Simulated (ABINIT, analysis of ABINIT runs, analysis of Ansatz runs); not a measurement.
# Reproducing a measured charge-transition level: substitutional N in diamond (ABINIT), part 3 of 4

Aim: the charge-transition level of substitutional N in diamond, to be set beside the measurement. Set-up: PBE, JTH 2.0 PBE, 64-site cell, PBE lattice, k: the zone centre alone then 2x2x2 shifted, random start of 0.1 A, dielectric constants 5.7 and 5.7 (handbook). The model is a cell of 64 host atoms with 1 C taken out and 1 N put in. The level is the Fermi energy at which two charge states have equal formation energy, after a correction for the images of the charge. Another start tests whether the structure found is the lowest.

ABINIT 10.8.3; PBE, JTH 2.0 PBE, 64-site cell, PBE lattice, k: the zone centre alone then 2x2x2 shifted, random start of 0.1 A, dielectric constants 5.7 and 5.7 (handbook).

So far. Step 2 (Relaxation, charge +1): Among the atoms that came to bonding distance: C42–C46 1.54 Å (from 1.74); C7–C33 1.54 Å (from 1.70); C23–C20 1.54 Å (from 1.71).

## Step 4: Relaxation, charge 0

Level of this step: ABINIT plane-wave DFT, PBE, JTH 2.0 PBE potentials; relaxation of all atoms of a defect supercell (ABINIT).

Input file run.abi:

```
# substitutional N in diamond
acell 3*1.0 Angstrom
rprim
     7.140792529    0.000000000    0.000000000
     0.000000000    7.140792529    0.000000000
     0.000000000    0.000000000    7.140792529
natom 64
ntypat 2
znucl 6 7
typat 1 1 1 1 1 1 1 2 1 1 1 1 1 1 1 1 1 1 1 1 1 1 1 1 1 1 1 1 1 1 1 1 1 1 1 1 1 1 1 1 1 1 1 1 1 1 1 1 1 1 1 1 1 1 1 1 1 1 1 1 1 1 1 1
xred
    -0.004946292    0.001131751    0.236947541
     0.011150801    0.252027245    0.008225769
[... 1 atom line left out ...]
     0.247233718    0.252287674    0.236463841
[... 1 atom line left out ...]
     0.125728616    0.369689086    0.137937413
     0.370728796    0.136641709    0.118493020
     0.378190576    0.387156316    0.368822819
[... 12 atom lines left out ...]
     0.137010192    0.631394840    0.371687197
[... 1 atom line left out ...]
     0.387913178    0.619657812    0.124092137
[... 3 atom lines left out ...]
     0.263153803    0.504666845    0.498854844
[... 3 atom lines left out ...]
     0.368425615    0.621883174    0.613034374
[... 5 atom lines left out ...]
     0.621276768    0.137935741    0.371137682
     0.627529984    0.382938851    0.136255540
[... 3 atom lines left out ...]
     0.493030254    0.245146882    0.488865224
[... 6 atom lines left out ...]
     0.490986339    0.489360026    0.251287720
[... 14 atom lines left out ...]
     0.884498430    0.864872340    0.876823098
pseudos "C.xml, N.xml"
ecut 23.0
pawecutdg 46.0
kptopt 0
nkpt 1
kpt 0 0 0
nsym 1
chkprim 0
maxnsym 12000
nband 136
nsppol 2
spinat
  0 0 0.00  0 0 0.00  0 0 0.00  0 0 0.25  0 0 0.00  0 0 0.00  0 0 0.00  0 0 0.25  0 0 0.00  0 0 0.00  0 0 0.00  0 0 0.00
  0 0 0.00  0 0 0.00  0 0 0.00  0 0 0.00  0 0 0.00  0 0 0.00  0 0 0.00  0 0 0.00  0 0 0.00  0 0 0.00  0 0 0.00  0 0 0.00
  0 0 0.00  0 0 0.00  0 0 0.00  0 0 0.00  0 0 0.00  0 0 0.00  0 0 0.00  0 0 0.00  0 0 0.00  0 0 0.00  0 0 0.00  0 0 0.00
  0 0 0.00  0 0 0.00  0 0 0.00  0 0 0.00  0 0 0.00  0 0 0.25  0 0 0.00  0 0 0.00  0 0 0.00  0 0 0.00  0 0 0.00  0 0 0.00
  0 0 0.25  0 0 0.00  0 0 0.00  0 0 0.00  0 0 0.00  0 0 0.00  0 0 0.00  0 0 0.00  0 0 0.00  0 0 0.00  0 0 0.00  0 0 0.00
  0 0 0.00  0 0 0.00  0 0 0.00  0 0 0.00
spinmagntarget 1.0
occopt 3
tsmear 0.01 eV
nstep 100
diemac 4.0
tolrff 0.02
ionmov 22
ntime 70
tolmxf 3.9e-04
paral_kgb 1
npband 4
npfft 1
np_spkpt 1
bandpp 34
wfoptalg 114
iomode 3
prtwf 0
prteig 0
prtebands 0
prtden 0
```

Launch:

```sh
> OMP_NUM_THREADS=1 mpirun -n 4 abinit run.abi > run.log
```

Numbers of over 12 decimals in the logs are rounded to 6 here.

The program printed:

```text
Symmetries : space group P1 (#  1); Bravais aP (primitive triclinic)
================================================================================
 Values of the parameters that define the memory need of the present run
     intxc =       0    ionmov =      22      iscf =      17    lmnmax =       8
     lnmax =       4     mgfft =      60  mpssoang =       2    mqgrid =    4120
     natom =      64  nloc_mem =       2    nspden =       2   nspinor =       1
    nsppol =       2      nsym =       1    n1xccc =       1    ntypat =       2
    occopt =       3   xclevel =       2
-    mband =         136        mffmem =           1         mkmem =           1
       mpw =        1630          nfft =      216000          nkpt =           1
Pmy_natom=        16
 PAW method is used; the additional fine FFT grid is defined by:
   mgfftf=        90    nfftf =    729000
================================================================================
  Rough estimation (10% accuracy) of disk space for files :
_ WF disk file :      6.767 Mbytes ; DEN or POT disk file :     11.126 Mbytes.
================================================================================

--------------------------------------------------------------------------------
------------- Echo of variables that govern the present computation ------------
--------------------------------------------------------------------------------
-
- outvars: echo of selected default values
-   iomode0 =  0 , fftalg0 =312 , wfoptalg0 = 10
-
- outvars: echo of global parameters not present in the input file
-  max_nthreads =    1
-
 -outvars: echo values of preprocessed input variables --------
-          iomode           3
            acell      1.8897261259E+00  1.8897261259E+00  1.8897261259E+00 Bohr
              amu      1.20110000E+01  1.40067400E+01
           bandpp          34
          chkprim           0
     densfor_pred           6
           diemac      4.00000000E+00
             ecut      2.30000000E+01 Hartree
-          fftalg         312
           ionmov          22
           istwfk        2
              ixc     -101130
           kptopt           0
          maxnsym    ***
            natom          64
            nband         136
            ngfft          60      60      60
          ngfftdg          90      90      90
             nkpt           1
-          npband           4
           nspden           2
           nsppol           2
            nstep         100
             nsym           1
            ntime          70
           ntypat           2
              occ      1.000000  1.000000  1.000000  1.000000  1.000000  1.000000
                       1.000000  1.000000  1.000000  1.000000  1.000000  1.000000
                       1.000000  1.000000  1.000000  1.000000  1.000000  1.000000
                       1.000000  1.000000  1.000000  1.000000  1.000000  1.000000
                       1.000000  1.000000  1.000000  1.000000  1.000000  1.000000
                       1.000000  1.000000  1.000000  1.000000  1.000000  1.000000
                       1.000000  1.000000  1.000000  1.000000  1.000000  1.000000
                       1.000000  1.000000  1.000000  1.000000  1.000000  1.000000
                       1.000000  1.000000  1.000000  1.000000  1.000000  1.000000
                       1.000000  1.000000  1.000000  1.000000  1.000000  1.000000
                       1.000000  1.000000  1.000000  1.000000  1.000000  1.000000
                       1.000000  1.000000  1.000000  1.000000  1.000000  1.000000
                       1.000000  1.000000  1.000000  1.000000  1.000000  1.000000
                       1.000000  1.000000  1.000000  1.000000  1.000000  1.000000
                       1.000000  1.000000  1.000000  1.000000  1.000000  1.000000
                       1.000000  1.000000  1.000000  1.000000  1.000000  1.000000
                       1.000000  1.000000  1.000000  1.000000  1.000000  1.000000
[...]
0.000000  0.000000  0.000000  0.000000
[...]
0.000000  0.000000  0.000000  0.000000
           occopt           3
        optforces           1
        paral_kgb           1
        pawecutdg      4.60000000E+01 Hartree
           prtden           0
        prtebands           0
           prteig           0
            prtwf           0
            rprim      7.1407925290E+00  0.0000000000E+00  0.0000000000E+00
                       0.0000000000E+00  7.1407925290E+00  0.0000000000E+00
                       0.0000000000E+00  0.0000000000E+00  7.1407925290E+00
          spgroup           1
           spinat      0.0000000000E+00  0.0000000000E+00  0.0000000000E+00
                       0.0000000000E+00  0.0000000000E+00  0.0000000000E+00
                       0.0000000000E+00  0.0000000000E+00  0.0000000000E+00
                       0.0000000000E+00  0.0000000000E+00  2.5000000000E-01
                       0.0000000000E+00  0.0000000000E+00  0.0000000000E+00
                       0.0000000000E+00  0.0000000000E+00  0.0000000000E+00
                       0.0000000000E+00  0.0000000000E+00  0.0000000000E+00
                       0.0000000000E+00  0.0000000000E+00  2.5000000000E-01
                       0.0000000000E+00  0.0000000000E+00  0.0000000000E+00
                       0.0000000000E+00  0.0000000000E+00  0.0000000000E+00
                       0.0000000000E+00  0.0000000000E+00  0.0000000000E+00
                       0.0000000000E+00  0.0000000000E+00  0.0000000000E+00
                       0.0000000000E+00  0.0000000000E+00  0.0000000000E+00
                       0.0000000000E+00  0.0000000000E+00  0.0000000000E+00
                       0.0000000000E+00  0.0000000000E+00  0.0000000000E+00
[...]
spinmagntarget      1.00000000E+00
           tolmxf      3.90000000E-04
           tolrff      2.00000000E-02
           tsmear      3.67493222E-04 Hartree
            typat      1  1  1  1  1  1  1  2  1  1  1  1  1  1  1  1  1  1  1  1
                       1  1  1  1  1  1  1  1  1  1  1  1  1  1  1  1  1  1  1  1
                       1  1  1  1  1  1  1  1  1  1  1  1  1  1  1  1  1  1  1  1
                       1  1  1  1
           useylm           1
         wfoptalg         114
           xangst     -3.5320444960E-02  8.0815990855E-03  1.6919932305E+00
[...]
xcart     -6.6745967619E-02  1.5272008931E-02  3.1974038126E+00
[...]
xred     -4.9462920000E-03  1.1317510000E-03  2.3694754100E-01
[...]
Fermi (or HOMO) energy (hartree) =   0.39145   Average Vxc (hartree)=  -0.48922
 Magnetization (Bohr magneton)=  1.00000000E+00
 Total spin up =  1.29000000E+02   Total spin down =  1.28000000E+02
 Eigenvalues (hartree) for nkpt=   1  k points, SPIN UP:
 kpt#   1, nband=136, wtk=  1.00000, kpt=  0.0000  0.0000  0.0000 (reduced coord)
[...]
occupation numbers for kpt#   1
[...]
Eigenvalues (hartree) for nkpt=   1  k points, SPIN DOWN:
 kpt#   1, nband=136, wtk=  1.00000, kpt=  0.0000  0.0000  0.0000 (reduced coord)
[...]
occupation numbers for kpt#   1
[...]
1.00000    1.00000    1.00000    1.00000    1.00000    1.00000    1.00000    1.00000
   1.00000    1.00000    1.00000    1.00000    1.00000    1.00000    1.00000    1.00000
   1.00000    1.00000    1.00000    1.00000    1.00000    1.00000    1.00000    1.00000
   1.00000    1.00000    1.00000    1.00000    1.00000    1.00000    1.00000    1.00000
   1.00000    1.00000    1.00000    1.00000    1.00000    1.00000    1.00000    1.00000
   1.00000    1.00000    1.00000    1.00000    1.00000    1.00000    1.00000    1.00000
   1.00000    1.00000    1.00000    1.00000    1.00000    1.00000    1.00000    1.00000
   0.00000    0.00000    0.00000    0.00000    0.00000    0.00000    0.00000    0.00000

iteration_state     : {dtset: 1, itime: 12, icycle: 1, }
comment             : Components of total free energy in Hartree
kinetic             :  2.24993584429384E+02
hartree             :  3.27500766153923E+01
xc                  : -1.39484982799020E+02
Ewald energy        : -4.11657234726013E+02
psp_core            :  2.91468220161740E+01
local_psp           : -1.56070646967230E+02
PAW spherical_terms :  4.88614586170795E+01
internal            : -3.71460922814235E+02
'-kT*entropy'       :  2.92658486887067E-15
total_energy        : -3.71460922814235E+02
total_energy_eV     : -1.01079666459867E+04

iteration_state     : {dtset: 1, itime: 12, icycle: 1, }
comment             : '"Double-counting" decomposition of free energy'
band_energy         :  1.19649455628622E+01
Ewald energy        : -4.11657234726013E+02
psp_core            :  2.91468220161740E+01
xc_dc               : -2.69861446814576E+01
PAW spherical_terms :  2.60706848040640E+01
internal            : -3.71460927024371E+02
'-kT*entropy'       :  2.92658486887067E-15
total_energy_dc     : -3.71460927024371E+02
total_energy_dc_eV  : -1.01079667605503E+04

iteration_state     : {dtset: 1, itime: 12, icycle: 1, }
comment             : 'Components of total free energy, including PAW core contributions'
Total energy        : -2.45467769926664E+03
Total energy DC     : -2.45467770347678E+03
Total energy (eV)   : -6.67951829841406E+04
Total energy DC (eV): -6.67951830987042E+04

 rms coord change=  8.6928E-03   atom, delta coord (reduced):
[...]
60       -0.012319558232     -0.003331810252      0.004794053140
    61       -0.013434656216     -0.001134577900      0.002275438775
    62        0.003997512349      0.011486879484      0.009769578811
    63       -0.000947499090      0.009973685476      0.010440112920
    64       -0.009489662265      0.010003975047     -0.001704141332

 Cartesian components of stress tensor (hartree/bohr^3)
  sigma(1 1)= -1.35223130E-04  sigma(3 2)= -1.04403008E-04
  sigma(2 2)= -1.35051805E-04  sigma(3 1)= -1.04536994E-04
  sigma(3 3)= -1.35046659E-04  sigma(2 1)= -1.04566775E-04

-Cartesian components of stress tensor (GPa)         [Pressure=  3.9750E+00 GPa]
- sigma(1 1)= -3.97840184E+00  sigma(3 2)= -3.07164255E+00
- sigma(2 2)= -3.97336129E+00  sigma(3 1)= -3.07558456E+00
- sigma(3 3)= -3.97320989E+00  sigma(2 1)= -3.07646072E+00

== END DATASET(S) ==============================================================
================================================================================

 -outvars: echo values of variables after computation  --------
-          iomode           3
            acell      1.8897261259E+00  1.8897261259E+00  1.8897261259E+00 Bohr
              amu      1.20110000E+01  1.40067400E+01
           bandpp          34
          chkprim           0
     densfor_pred           6
           diemac      4.00000000E+00
             ecut      2.30000000E+01 Hartree
           etotal     -3.7146092702E+02
            fcart      5.5261638156E-05  6.0039604963E-05  7.7440044153E-06
[...]
-          fftalg         312
           ionmov          22
           istwfk        2
              ixc     -101130
           kptopt           0
          maxnsym    ***
            natom          64
            nband         136
            ngfft          60      60      60
          ngfftdg          90      90      90
             nkpt           1
-          npband           4
           nspden           2
           nsppol           2
            nstep         100
             nsym           1
            ntime          70
           ntypat           2
              occ      1.000000  1.000000  1.000000  1.000000  1.000000  1.000000
[...]
0.000000  0.000000  0.000000  0.000000
[...]
1.000000  1.000000  1.000000  1.000000  1.000000  1.000000
                       1.000000  1.000000  1.000000  1.000000  1.000000  1.000000
                       1.000000  1.000000  1.000000  1.000000  1.000000  1.000000
                       1.000000  1.000000  1.000000  1.000000  1.000000  1.000000
                       1.000000  1.000000  1.000000  1.000000  1.000000  1.000000
                       1.000000  1.000000  1.000000  1.000000  1.000000  1.000000
                       1.000000  1.000000  1.000000  1.000000  1.000000  1.000000
                       1.000000  1.000000  0.000000  0.000000  0.000000  0.000000
                       0.000000  0.000000  0.000000  0.000000
           occopt           3
        optforces           1
        paral_kgb           1
        pawecutdg      4.60000000E+01 Hartree
           prtden           0
        prtebands           0
           prteig           0
            prtwf           0
            rprim      7.1407925290E+00  0.0000000000E+00  0.0000000000E+00
[...]
spgroup           1
           spinat      0.0000000000E+00  0.0000000000E+00  0.0000000000E+00
[...]
spinmagntarget      1.00000000E+00
           strten     -1.3522313000E-04 -1.3505180509E-04 -1.3504665910E-04
[...]
tolmxf      3.90000000E-04
           tolrff      2.00000000E-02
           tsmear      3.67493222E-04 Hartree
            typat      1  1  1  1  1  1  1  2  1  1  1  1  1  1  1  1  1  1  1  1
                       1  1  1  1  1  1  1  1  1  1  1  1  1  1  1  1  1  1  1  1
                       1  1  1  1  1  1  1  1  1  1  1  1  1  1  1  1  1  1  1  1
                       1  1  1  1
           useylm           1
         wfoptalg         114
           xangst     -1.8747954859E-02 -1.9936933059E-02  1.7824495243E+00
[...]
xcart     -3.5428500104E-02 -3.7675343272E-02  3.3683414341E+00
[...]
xred     -2.6254725624E-03 -2.7919776381E-03  2.4961508363E-01
[...]
5.0104077875E-01  5.0090170718E-01  7.5216152459E-01
                       5.0105104920E-01  7.5193009715E-01  5.0116345963E-01
                       7.5206773731E-01  5.0091527284E-01  5.0118800199E-01
                       7.5051635577E-01  7.5041232575E-01  7.5063062614E-01
                       6.2548136578E-01  6.2533666310E-01  8.7673402278E-01
                       6.2545938935E-01  8.7651753948E-01  6.2559312481E-01
                       8.7664369491E-01  6.2534612048E-01  6.2560603692E-01
                       8.7500876773E-01  8.7487631505E-01  8.7511895667E-01
            znucl        6.00000    7.00000

================================================================================
[key lines of the parts left out:]
pressure_GPa:   3.9750E+00
```

Run time: 12 min. Hardware: 4 MPI ranks of Intel Xeon Platinum 8375C at 2.90GHz (Ice Lake), shared host; peak memory 2.1 GiB.

Relaxation path:

| step | energy less that of the first step (eV) |
| --- | --- |
| 0 | 0.0000 |
| 1 | -11.0443 |
| 2 | -14.3574 |
| 3 | -14.8890 |
| 4 | -15.1627 |
| 5 | -15.2778 |
| 6 | -15.3033 |
| 7 | -15.3183 |
| 8 | -15.3195 |
| 9 | -15.3206 |
| 10 | -15.3206 |
| 11 | -15.3207 |

The atoms that moved most (Å):

| atom | dx | dy | dz | length |
| --- | --- | --- | --- | --- |
| C4 | -0.119 | -0.156 | -0.041 | 0.201 |
| N8 | 0.099 | 0.034 | 0.167 | 0.197 |
| C42 | 0.070 | 0.080 | 0.101 | 0.147 |
| C49 | 0.085 | 0.095 | 0.038 | 0.133 |
| C31 | 0.057 | 0.040 | 0.105 | 0.126 |
| C2 | -0.098 | -0.019 | -0.077 | 0.126 |
| C14 | 0.114 | -0.027 | 0.015 | 0.118 |
| C59 | 0.090 | 0.058 | 0.049 | 0.118 |

Neighbours of N8 at the end:

| atom | distance (Å) |
| --- | --- |
| C49 | 1.479 |
| C42 | 1.479 |
| C27 | 1.480 |
| C4 | 1.998 |
| C31 | 2.382 |
| C46 | 2.382 |
| C53 | 2.382 |
| C38 | 2.512 |
| C37 | 2.512 |
| C23 | 2.513 |
| C15 | 2.513 |
| C21 | 2.513 |
| C14 | 2.513 |

Among the atoms that came to bonding distance: C42–C46 1.52 Å (from 1.74); C23–C20 1.54 Å (from 1.71).

This step gave:

- total moment: 1 μB

(Part 3 of 4 ends here.)

[Logs are printed without paths, hosts, clocks, repeated set-up lines and the standing remarks that a program may print on its own settings, such as how far it seeks lower states.]

[Hosts, paths, dates, database ids (printed as entryN), source tags and the programs' standing remarks are cut or masked in the printed files.]

[For some hosts the program warned that the k-mesh of the response run may be too coarse for force constants and the static dielectric constant; such warnings are not shown here.]
